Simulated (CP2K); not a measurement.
Consider formamide at its PBE geometry (Å).

```xyz
6

N    -0.6908   -0.0592    0.0832
C     0.6601    0.0578   -0.0713
O     1.4435   -0.8872   -0.1018
H    -1.1041   -0.9831    0.1664
H    -1.2948    0.7539    0.0907
H     0.9860    1.1178   -0.1672
```

Method: CP2K XAS_TDP, all-electron GAPW, PBEh(45%), aug-cc-pVTZ, TDA, GW2X-corrected core level, no relativity.

Question: Where do the C K-edge lines lie, and how strong are they?

Leading lines: C2 288.54 eV. The leading line of an atom is its first one with 35 % of the strongest within 2.5 eV of its lowest line over the strength cut. Core ionisation energies at this level: C2 294.58 eV.

The first six lines of each atom with a strength over 0.0015:

| atom | energy (eV) | states | strength, one atom | above the computed threshold |
| --- | --- | --- | --- | --- |
| C2 (bonded to N, O and H) | 288.54 | 1 | 0.0740 |  |
|  | 292.16 | 1 | 0.0145 |  |
|  | 292.88 | 1 | 0.0039 |  |
|  | 293.94 | 1 | 0.0029 |  |
|  | 294.36 | 1 | 0.0024 |  |
|  | 294.74 | 1 | 0.0028 | yes |

Lines are vertical, at one geometry, with no vibrational structure. GW2X ionisation energies and lines can be off by 1 to 2 eV either way, and a good line position may hide errors that cancel. These values hold no scalar relativity, about 0.1 eV for C 1s. Rydberg lines, and the discretised continuum above threshold, depend on the basis and the box.

[Banner, clock and machine lines of the logs are left out without a mark of their own.]

[Logs are printed without paths, hosts, clocks, repeated set-up lines and the standing remarks that a program may print on its own settings, such as how far it seeks lower states.]

[Hosts, paths, dates, database ids (printed as entryN), source tags and the programs' standing remarks are cut or masked in the printed files.]
